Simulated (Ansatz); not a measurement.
# Converging the field response of a TiO2 (110) film, part 2 of 3

Aim: a convergence study of the equivalent conductor thickness of a TiO2 (110) film, with the cost of each setting.

Ansatz 0.2.0; plane-wave DFT, PBE, Ansatz PAW (the session's first sound run).

So far, equivalent conductor thickness p/(ε₀AE) (Å): step 2 (run, setting first choice) 8.70; step 4 (single point, box 27 Å (run 2)) 8.71; step 5 (run, box 27 Å) 8.70; step 6 (single point, box 27 Å (run 3)) 9.09; step 7 (run, box 27 Å (run 2)) 8.86.

## (8) Run, box 27 Å (run 3)

Contents of input.yaml:

```yaml
crystal:
  lattice:
    - [2.959, 0.0, 0.0]
    - [0.0, 6.49689711, 0.0]
    - [0.0, 0.0, 27.0306869767]
  atoms:
    - { symbol: O, position: [0.0, 0.5, 0.3329549119] }
    - { symbol: Ti, position: [0.0, 0.0, 0.3798236776] }
    - { symbol: Ti, position: [0.5, 0.5, 0.3798236776] }
    - { symbol: O, position: [0.5, 0.805, 0.3798236776] }
    - { symbol: O, position: [0.5, 0.195, 0.3798236776] }
    - { symbol: O, position: [0.0, 0.5, 0.4266924433] }
    - { symbol: O, position: [0.0, 0.0, 0.4531312343] }
    - { symbol: Ti, position: [0.0, 0.5, 0.5] }
    - { symbol: Ti, position: [0.5, 0.0, 0.5] }
    - { symbol: O, position: [0.5, 0.305, 0.5] }
    - { symbol: O, position: [0.5, 0.695, 0.5] }
    - { symbol: O, position: [0.0, 0.0, 0.5468687657] }
    - { symbol: O, position: [0.0, 0.5, 0.5733075567] }
    - { symbol: Ti, position: [0.0, 0.0, 0.6201763224] }
    - { symbol: Ti, position: [0.5, 0.5, 0.6201763224] }
    - { symbol: O, position: [0.5, 0.805, 0.6201763224] }
    - { symbol: O, position: [0.5, 0.195, 0.6201763224] }
    - { symbol: O, position: [0.0, 0.5, 0.6670450881] }
kpoints:
  mp_grid: { grid: [5, 2, 1] }
hamiltonian:
  xc: pbe
scf:
  occupations: { method: fixed }
  convergence: { dr2_threshold: 1.0e-10 }
efield:
  axis: 3
  dipole_correction: true
  ramp_position: 0.97
  ramp_width: 0.06
  amplitude: 0.1
output:
  write_potential: true
  write_density: true
  volumetric_format: npy
```

Command:

```sh
ansatz run input.yaml --threads 4 --pin off --max-ram 6144MiB --backend cpu --events-out ev --progress --plain --runs-dir out
```

Numbers of over 12 decimals in the logs are rounded to 6 here.

Output:

```text
[...]
Crystal: 18 atoms, lattice volume = 519.647 Å³
Basis set: ecut = 420 eV, 10071 PW (Γ)
Bands: 90, of which v1, the nominal top of the filled ones, is band 72 counted from 1 (71 counted from 0)
Symmetry: 4 space group operations
k-points: 6 of 10
[...]
k-point 0: bands = [... 68 lower, -1.1895, -1.0967, -1.0871, -1.0531, 0.0403, 0.2523, 0.4010, 0.4650, ... 14 higher]
  k-point 1: bands = [... 68 lower, -1.3534, -1.2511, -1.1551, -1.0426, 0.0818, 0.4642, 0.6097, 0.7284, ... 14 higher]
  k-point 2: bands = [... 68 lower, -1.3333, -1.2833, -1.2190, -0.9284, 0.5331, 0.7158, 0.7439, 0.7728, ... 14 higher]
  k-point 5: bands = [... 68 lower, -1.4259, -1.3999, -1.3150, -1.2983, 0.1781, 0.3773, 0.6829, 0.7556, ... 14 higher]
[key lines of the parts left out:]
SCF converged after 25 iterations
Free energy (F): -21828.520699 eV
Fermi energy:    -0.923009 eV
Dipole field:    D = 0.032223 V/Å  (p = 0.092538 e·Å, saw-weighted, corrected)
```

Elapsed: 4.8 s, on 4 threads of AMD EPYC 9R45, shared host; peak memory 1.3 GiB; 18 s of CPU time.

The dipole corresponds to a conductor 8.710 Å thick, +0.07 % from the first choice, at 0.38 times its CPU time.

## (9) Single point, box 27 Å (run 4)

Changes to input.yaml since step 8:

```diff
@@ -25,3 +25,3 @@
 kpoints:
-  mp_grid: { grid: [5, 2, 1] }
+  mp_grid: { grid: [20, 8, 1] }
 hamiltonian:
```

Output:

```text
[...]
Crystal: 18 atoms, lattice volume = 519.647 Å³
Basis set: ecut = 420 eV, 10071 PW (Γ)
Bands: 90, of which v1, the nominal top of the filled ones, is band 72 counted from 1 (71 counted from 0)
Symmetry: 4 space group operations
k-points: 55 of 160
[...]
k-point 0: bands = [... 68 lower, -1.1896, -1.0950, -1.0869, -1.0520, 0.0413, 0.2527, 0.4024, 0.4666, ... 14 higher]
  k-point 1: bands = [... 68 lower, -1.2289, -1.1319, -1.1052, -1.0437, 0.0561, 0.3239, 0.4665, 0.4751, ... 14 higher]
  k-point 2: bands = [... 68 lower, -1.2954, -1.1983, -1.1269, -1.0386, 0.0735, 0.4640, 0.4662, 0.6264, ... 14 higher]
  k-point 54: bands = [... 68 lower, -1.6134, -1.4968, -1.4222, -1.2547, 0.0048, 0.3968, 0.5901, 0.6092, ... 14 higher]
[key lines of the parts left out:]
SCF converged after 22 iterations
Free energy (F): -21828.570574 eV
Fermi energy:    -0.893602 eV
Dipole field:    D = 0.032200 V/Å  (p = 0.092471 e·Å, saw-weighted, corrected)
```

It took 39 s on 4 threads; peak memory 3 GiB; 2.6 min of CPU time.

The dipole corresponds to a conductor 8.704 Å thick, -0.01 % from the first choice, at 3.3 times its CPU time.

## (10) Single point, box 19 Å

The cell differs from the one that the last finished run ended in (c 27.031 → 19.031 Å).

Contents of input.yaml:

```yaml
crystal:
  lattice:
    - [2.959, 0.0, 0.0]
    - [0.0, 6.49689711, 0.0]
    - [0.0, 0.0, 19.0306869767]
  atoms:
    - { symbol: O, position: [0.0, 0.5, 0.2627335527] }
    - { symbol: Ti, position: [0.0, 0.0, 0.3293047142] }
    - { symbol: Ti, position: [0.5, 0.5, 0.3293047142] }
    - { symbol: O, position: [0.5, 0.805, 0.3293047142] }
    - { symbol: O, position: [0.5, 0.195, 0.3293047142] }
    - { symbol: O, position: [0.0, 0.5, 0.3958758757] }
    - { symbol: O, position: [0.0, 0.0, 0.4334288385] }
    - { symbol: Ti, position: [0.0, 0.5, 0.5] }
    - { symbol: Ti, position: [0.5, 0.0, 0.5] }
    - { symbol: O, position: [0.5, 0.305, 0.5] }
    - { symbol: O, position: [0.5, 0.695, 0.5] }
    - { symbol: O, position: [0.0, 0.0, 0.5665711615] }
    - { symbol: O, position: [0.0, 0.5, 0.6041241243] }
    - { symbol: Ti, position: [0.0, 0.0, 0.6706952858] }
    - { symbol: Ti, position: [0.5, 0.5, 0.6706952858] }
    - { symbol: O, position: [0.5, 0.805, 0.6706952858] }
    - { symbol: O, position: [0.5, 0.195, 0.6706952858] }
    - { symbol: O, position: [0.0, 0.5, 0.7372664473] }
kpoints:
  mp_grid: { grid: [10, 4, 1] }
hamiltonian:
  xc: pbe
scf:
  occupations: { method: fixed }
  convergence: { dr2_threshold: 1.0e-10 }
efield:
  axis: 3
  dipole_correction: true
  ramp_position: 0.97
  ramp_width: 0.06
  amplitude: 0.1
output:
  write_potential: true
  write_density: true
  volumetric_format: npy
```

Output:

```text
[...]
Crystal: 18 atoms, lattice volume = 365.852 Å³
Basis set: ecut = 420 eV, 7087 PW (Γ)
Bands: 90, of which v1, the nominal top of the filled ones, is band 72 counted from 1 (71 counted from 0)
Symmetry: 4 space group operations
k-points: 18 of 40
[...]
k-point 0: bands = [... 68 lower, 1.3195, 1.4141, 1.4223, 1.4572, 2.5502, 2.7617, 2.9114, 2.9757, ... 14 higher]
  k-point 1: bands = [... 68 lower, 1.2137, 1.3108, 1.3822, 1.4705, 2.5824, 2.9730, 2.9753, 3.1354, ... 14 higher]
  k-point 2: bands = [... 68 lower, 1.1568, 1.2597, 1.3562, 1.4673, 2.5919, 2.9749, 3.1180, 3.2391, ... 14 higher]
  k-point 17: bands = [... 68 lower, 0.8957, 1.0123, 1.0869, 1.2544, 2.5139, 2.9059, 3.0991, 3.1183, ... 14 higher]
[key lines of the parts left out:]
SCF converged after 22 iterations
Free energy (F): -21828.569739 eV
Fermi energy:    1.600326 eV
Dipole field:    D = 0.045737 V/Å  (p = 0.092472 e·Å, saw-weighted, corrected)
```

Elapsed: 8.4 s, on 4 threads; peak memory 1.3 GiB; 33 s of CPU time.

The dipole corresponds to a conductor 8.704 Å thick, -0.00 % from the first choice, at 0.69 times its CPU time.

## (11) Run, box 23 Å

The cell differs from the one that the last finished run ended in (c 19.031 → 23.031 Å).

input.yaml, the sections that differ from step 10:

```yaml
crystal:
  lattice:
    - [2.959, 0.0, 0.0]
    - [0.0, 6.49689711, 0.0]
    - [0.0, 0.0, 23.0306869767]
  atoms:
    - { symbol: O, position: [0.0, 0.5, 0.3039423013] }
    - { symbol: Ti, position: [0.0, 0.0, 0.3589512959] }
    - { symbol: Ti, position: [0.5, 0.5, 0.3589512959] }
    - { symbol: O, position: [0.5, 0.805, 0.3589512959] }
    - { symbol: O, position: [0.5, 0.195, 0.3589512959] }
    - { symbol: O, position: [0.0, 0.5, 0.4139602905] }
    - { symbol: O, position: [0.0, 0.0, 0.4449910054] }
    - { symbol: Ti, position: [0.0, 0.5, 0.5] }
    - { symbol: Ti, position: [0.5, 0.0, 0.5] }
    - { symbol: O, position: [0.5, 0.305, 0.5] }
    - { symbol: O, position: [0.5, 0.695, 0.5] }
    - { symbol: O, position: [0.0, 0.0, 0.5550089946] }
    - { symbol: O, position: [0.0, 0.5, 0.5860397095] }
    - { symbol: Ti, position: [0.0, 0.0, 0.6410487041] }
    - { symbol: Ti, position: [0.5, 0.5, 0.6410487041] }
    - { symbol: O, position: [0.5, 0.805, 0.6410487041] }
    - { symbol: O, position: [0.5, 0.195, 0.6410487041] }
    - { symbol: O, position: [0.0, 0.5, 0.6960576987] }
# kpoints, hamiltonian, scf, efield, output: as in step 10
```

Output:

```text
[...]
Crystal: 18 atoms, lattice volume = 442.749 Å³
Basis set: ecut = 420 eV, 8573 PW (Γ)
Bands: 90, of which v1, the nominal top of the filled ones, is band 72 counted from 1 (71 counted from 0)
Symmetry: 4 space group operations
k-points: 18 of 40
[...]
k-point 0: bands = [... 68 lower, -0.1530, -0.0584, -0.0502, -0.0154, 1.0780, 1.2892, 1.4390, 1.5032, ... 14 higher]
  k-point 1: bands = [... 68 lower, -0.2588, -0.1617, -0.0903, -0.0019, 1.1103, 1.5005, 1.5028, 1.6629, ... 14 higher]
  k-point 2: bands = [... 68 lower, -0.3157, -0.2128, -0.1162, -0.0051, 1.1198, 1.5024, 1.6455, 1.7665, ... 14 higher]
  k-point 17: bands = [... 68 lower, -0.5769, -0.4603, -0.3856, -0.2181, 1.0414, 1.4334, 1.6266, 1.6459, ... 14 higher]
[key lines of the parts left out:]
SCF converged after 22 iterations
Free energy (F): -21828.570344 eV
Fermi energy:    0.127878 eV
Dipole field:    D = 0.037793 V/Å  (p = 0.092471 e·Å, saw-weighted, corrected)
```

Run time: 10 s. Hardware: 4 threads; peak memory 1.5 GiB.

The dipole corresponds to a conductor 8.704 Å thick, -0.01 % from the first choice, at 0.84 times its CPU time.

## (12) Run, box 35 Å

The cell differs from the one that the last finished run ended in (c 23.031 → 35.031 Å).

input.yaml, the sections that differ from step 11:

```yaml
crystal:
  lattice:
    - [2.959, 0.0, 0.0]
    - [0.0, 6.49689711, 0.0]
    - [0.0, 0.0, 35.0306869767]
  atoms:
    - { symbol: O, position: [0.0, 0.5, 0.371103199] }
    - { symbol: Ti, position: [0.0, 0.0, 0.4072684885] }
    - { symbol: Ti, position: [0.5, 0.5, 0.4072684885] }
    - { symbol: O, position: [0.5, 0.805, 0.4072684885] }
    - { symbol: O, position: [0.5, 0.195, 0.4072684885] }
    - { symbol: O, position: [0.0, 0.5, 0.443433778] }
    - { symbol: O, position: [0.0, 0.0, 0.4638347105] }
    - { symbol: Ti, position: [0.0, 0.5, 0.5] }
    - { symbol: Ti, position: [0.5, 0.0, 0.5] }
    - { symbol: O, position: [0.5, 0.305, 0.5] }
    - { symbol: O, position: [0.5, 0.695, 0.5] }
    - { symbol: O, position: [0.0, 0.0, 0.5361652895] }
    - { symbol: O, position: [0.0, 0.5, 0.556566222] }
    - { symbol: Ti, position: [0.0, 0.0, 0.5927315115] }
    - { symbol: Ti, position: [0.5, 0.5, 0.5927315115] }
    - { symbol: O, position: [0.5, 0.805, 0.5927315115] }
    - { symbol: O, position: [0.5, 0.195, 0.5927315115] }
    - { symbol: O, position: [0.0, 0.5, 0.628896801] }
# kpoints, hamiltonian, scf, efield, output: as in step 11
```

Output:

```text
[...]
Crystal: 18 atoms, lattice volume = 673.441 Å³
Basis set: ecut = 420 eV, 13041 PW (Γ)
Bands: 90, of which v1, the nominal top of the filled ones, is band 72 counted from 1 (71 counted from 0)
Symmetry: 4 space group operations
k-points: 18 of 40
[...]
k-point 0: bands = [... 68 lower, -2.5526, -2.4581, -2.4499, -2.4150, -1.3218, -1.1104, -0.9607, -0.8964, ... 14 higher]
  k-point 1: bands = [... 68 lower, -2.6584, -2.5613, -2.4899, -2.4016, -1.2895, -0.8991, -0.8968, -0.7367, ... 14 higher]
  k-point 2: bands = [... 68 lower, -2.7154, -2.6125, -2.5159, -2.4048, -1.2800, -0.8972, -0.7541, -0.6330, ... 14 higher]
  k-point 17: bands = [... 68 lower, -2.9766, -2.8600, -2.7853, -2.6178, -1.3582, -0.9662, -0.7730, -0.7539, ... 14 higher]
[key lines of the parts left out:]
SCF converged after 26 iterations
Free energy (F): -21828.569689 eV
Fermi energy:    -2.271829 eV
Dipole field:    D = 0.024844 V/Å  (p = 0.092460 e·Å, saw-weighted, corrected)
```

Wall time 17 s (4 threads); peak memory 2.1 GiB.

The dipole corresponds to a conductor 8.703 Å thick, -0.02 % from the first choice, at 1.4 times its CPU time.

## (13) Run, box 27 Å (run 4)

Contents of input.yaml:

```yaml
crystal:
  lattice:
    - [2.959, 0.0, 0.0]
    - [0.0, 6.49689711, 0.0]
    - [0.0, 0.0, 27.0306869767]
  atoms:
    - { symbol: O, position: [0.0, 0.5, 0.3329549119] }
    - { symbol: Ti, position: [0.0, 0.0, 0.3798236776] }
    - { symbol: Ti, position: [0.5, 0.5, 0.3798236776] }
    - { symbol: O, position: [0.5, 0.805, 0.3798236776] }
    - { symbol: O, position: [0.5, 0.195, 0.3798236776] }
    - { symbol: O, position: [0.0, 0.5, 0.4266924433] }
    - { symbol: O, position: [0.0, 0.0, 0.4531312343] }
    - { symbol: Ti, position: [0.0, 0.5, 0.5] }
    - { symbol: Ti, position: [0.5, 0.0, 0.5] }
    - { symbol: O, position: [0.5, 0.305, 0.5] }
    - { symbol: O, position: [0.5, 0.695, 0.5] }
    - { symbol: O, position: [0.0, 0.0, 0.5468687657] }
    - { symbol: O, position: [0.0, 0.5, 0.5733075567] }
    - { symbol: Ti, position: [0.0, 0.0, 0.6201763224] }
    - { symbol: Ti, position: [0.5, 0.5, 0.6201763224] }
    - { symbol: O, position: [0.5, 0.805, 0.6201763224] }
    - { symbol: O, position: [0.5, 0.195, 0.6201763224] }
    - { symbol: O, position: [0.0, 0.5, 0.6670450881] }
kpoints:
  mp_grid: { grid: [10, 4, 1] }
hamiltonian:
  xc: pbe
scf:
  occupations: { method: fixed }
  convergence: { dr2_threshold: 1.0e-10 }
efield:
  axis: 3
  dipole_correction: true
  ramp_position: 0.97
  ramp_width: 0.06
  amplitude: 0.005
output:
  write_potential: true
  write_density: true
  volumetric_format: npy
```

Output:

```text
[...]
Crystal: 18 atoms, lattice volume = 519.647 Å³
Basis set: ecut = 420 eV, 10071 PW (Γ)
Bands: 90, of which v1, the nominal top of the filled ones, is band 72 counted from 1 (71 counted from 0)
Symmetry: 4 space group operations
k-points: 18 of 40
[...]
k-point 0: bands = [... 68 lower, -1.1580, -1.1181, -1.1034, -1.0547, 0.0447, 0.2540, 0.3984, 0.4711, ... 14 higher]
  k-point 1: bands = [... 68 lower, -1.2494, -1.2436, -1.1357, -1.0416, 0.0751, 0.4679, 0.4707, 0.6217, ... 14 higher]
  k-point 2: bands = [... 68 lower, -1.3040, -1.2971, -1.1619, -1.0442, 0.0842, 0.4704, 0.6126, 0.7257, ... 14 higher]
  k-point 17: bands = [... 68 lower, -1.5578, -1.5518, -1.4076, -1.2689, 0.0075, 0.3946, 0.6024, 0.6093, ... 14 higher]
[key lines of the parts left out:]
SCF converged after 21 iterations
Free energy (F): -21828.565477 eV
Fermi energy:    -0.913031 eV
Dipole field:    D = 0.001610 V/Å  (p = 0.004625 e·Å, saw-weighted, corrected)
```

Run time: 12 s. Hardware: 4 threads; peak memory 1.7 GiB; 46 s of CPU time.

The dipole corresponds to a conductor 8.706 Å thick, +0.02 % from the first choice, at 0.97 times its CPU time.

## (14) Run, box 27 Å (run 5)

Changes to input.yaml since step 13:

```diff
@@ -36,3 +36,3 @@
   ramp_width: 0.06
-  amplitude: 0.005
+  amplitude: 0.03
 output:
```

Output:

```text
[...]
Crystal: 18 atoms, lattice volume = 519.647 Å³
Basis set: ecut = 420 eV, 10071 PW (Γ)
Bands: 90, of which v1, the nominal top of the filled ones, is band 72 counted from 1 (71 counted from 0)
Symmetry: 4 space group operations
k-points: 18 of 40
[...]
k-point 0: bands = [... 68 lower, -1.1625, -1.1137, -1.1026, -1.0545, 0.0444, 0.2539, 0.3988, 0.4707, ... 14 higher]
  k-point 1: bands = [... 68 lower, -1.2612, -1.2319, -1.1349, -1.0413, 0.0749, 0.4675, 0.4703, 0.6221, ... 14 higher]
  k-point 2: bands = [... 68 lower, -1.3162, -1.2850, -1.1611, -1.0440, 0.0841, 0.4700, 0.6122, 0.7261, ... 14 higher]
  k-point 17: bands = [... 68 lower, -1.5723, -1.5373, -1.4090, -1.2675, 0.0072, 0.3947, 0.6012, 0.6093, ... 14 higher]
[key lines of the parts left out:]
SCF converged after 21 iterations
Free energy (F): -21828.565881 eV
Fermi energy:    -0.912657 eV
Dipole field:    D = 0.009661 V/Å  (p = 0.027745 e·Å, saw-weighted, corrected)
```

Wall time 12 s (4 threads); peak memory 1.7 GiB; 46 s of CPU time.

The dipole corresponds to a conductor 8.705 Å thick, +0.01 % from the first choice, at 0.97 times its CPU time.

## (15) Single point, box 27 Å (run 5)

Changes to input.yaml since step 14:

```diff
@@ -36,3 +36,3 @@
   ramp_width: 0.06
-  amplitude: 0.03
+  amplitude: 0.3
 output:
```

Output:

```text
[...]
Crystal: 18 atoms, lattice volume = 519.647 Å³
Basis set: ecut = 420 eV, 10071 PW (Γ)
Bands: 90, of which v1, the nominal top of the filled ones, is band 72 counted from 1 (71 counted from 0)
Symmetry: 4 space group operations
k-points: 18 of 40
[...]
k-point 0: bands = [... 68 lower, -1.2825, -1.0443, -1.0315, -0.9966, 0.0146, 0.2433, 0.4301, 0.4344, ... 14 higher]
  k-point 1: bands = [... 68 lower, -1.3941, -1.1058, -1.0746, -1.0153, 0.0602, 0.4337, 0.4384, 0.6571, ... 14 higher]
  k-point 2: bands = [... 68 lower, -1.4170, -1.1496, -1.0993, -1.0220, 0.0725, 0.4332, 0.5839, 0.7594, ... 14 higher]
  k-point 17: bands = [... 68 lower, -1.7330, -1.4978, -1.3835, -1.1838, -0.0158, 0.4132, 0.5276, 0.6076, ... 14 higher]
[key lines of the parts left out:]
SCF converged after 26 iterations
Free energy (F): -21828.607084 eV
Fermi energy:    -0.873123 eV
Dipole field:    D = 0.096633 V/Å  (p = 0.277506 e·Å, saw-weighted, corrected)
```

It took 14 s on 4 threads; peak memory 1.7 GiB; 54 s of CPU time.

The dipole corresponds to a conductor 8.707 Å thick, +0.03 % from the first choice, at 1.1 times its CPU time.

## (16) Single point, box 27 Å (run 6)

Changes to input.yaml since step 15:

```diff
@@ -30,3 +30,3 @@
   occupations: { method: fixed }
-  convergence: { dr2_threshold: 1.0e-10 }
+  convergence: { dr2_threshold: 0.0001 }
 efield:
@@ -36,3 +36,3 @@
   ramp_width: 0.06
-  amplitude: 0.3
+  amplitude: 0.1
 output:
```

Output:

```text
[...]
Crystal: 18 atoms, lattice volume = 519.647 Å³
Basis set: ecut = 420 eV, 10071 PW (Γ)
Bands: 90, of which v1, the nominal top of the filled ones, is band 72 counted from 1 (71 counted from 0)
Symmetry: 4 space group operations
k-points: 18 of 40
[...]
k-point 0: bands = [... 68 lower, -1.1923, -1.0943, -1.0848, -1.0519, 0.0410, 0.2529, 0.4024, 0.4669, ... 14 higher]
  k-point 1: bands = [... 68 lower, -1.2983, -1.1960, -1.1262, -1.0385, 0.0732, 0.4641, 0.4665, 0.6265, ... 14 higher]
  k-point 2: bands = [... 68 lower, -1.3554, -1.2469, -1.1520, -1.0416, 0.0826, 0.4662, 0.6091, 0.7305, ... 14 higher]
  k-point 17: bands = [... 68 lower, -1.6166, -1.4941, -1.4238, -1.2535, 0.0049, 0.3971, 0.5899, 0.6086, ... 14 higher]
[key lines of the parts left out:]
SCF converged after 13 iterations
Free energy (F): -21828.570061 eV
Fermi energy:    -0.908554 eV
Dipole field:    D = 0.033359 V/Å  (p = 0.095798 e·Å, saw-weighted, corrected)
```

Run time: 11 s. Hardware: 4 threads; peak memory 1.7 GiB.

The dipole corresponds to a conductor 9.017 Å thick, +3.59 % from the first choice, at 0.87 times its CPU time.

## (17) Single point, box 27 Å (run 7)

Changes to input.yaml since step 16:

```diff
@@ -30,3 +30,3 @@
   occupations: { method: fixed }
-  convergence: { dr2_threshold: 0.0001 }
+  convergence: { dr2_threshold: 1.0e-06 }
 efield:
```

Output:

```text
[...]
Crystal: 18 atoms, lattice volume = 519.647 Å³
Basis set: ecut = 420 eV, 10071 PW (Γ)
Bands: 90, of which v1, the nominal top of the filled ones, is band 72 counted from 1 (71 counted from 0)
Symmetry: 4 space group operations
k-points: 18 of 40
[...]
k-point 0: bands = [... 68 lower, -1.1896, -1.0951, -1.0871, -1.0520, 0.0411, 0.2525, 0.4023, 0.4665, ... 14 higher]
  k-point 1: bands = [... 68 lower, -1.2953, -1.1985, -1.1269, -1.0386, 0.0734, 0.4638, 0.4661, 0.6262, ... 14 higher]
  k-point 2: bands = [... 68 lower, -1.3523, -1.2497, -1.1529, -1.0417, 0.0829, 0.4657, 0.6088, 0.7298, ... 14 higher]
  k-point 17: bands = [... 68 lower, -1.6133, -1.4970, -1.4222, -1.2549, 0.0047, 0.3966, 0.5900, 0.6091, ... 14 higher]
[key lines of the parts left out:]
SCF converged after 16 iterations
Free energy (F): -21828.570088 eV
Fermi energy:    -0.908809 eV
Dipole field:    D = 0.032091 V/Å  (p = 0.092158 e·Å, saw-weighted, corrected)
```

Run time: 11 s. Hardware: 4 threads; peak memory 1.7 GiB.

The dipole corresponds to a conductor 8.674 Å thick, -0.34 % from the first choice, at 0.87 times its CPU time.

[end of part 2 of 3]

[Logs are printed without paths, hosts, clocks, repeated set-up lines and the standing remarks that a program may print on its own settings, such as how far it seeks lower states.]

[Hosts, paths, dates, database ids (printed as entryN), source tags and the programs' standing remarks are cut or masked in the printed files.]

[Maps of the electrostatic potential energy from Ansatz leave out the sawtooth potential of an applied field or a dipole correction, so their vacuum need not be flat; planar profiles and work functions include it.]
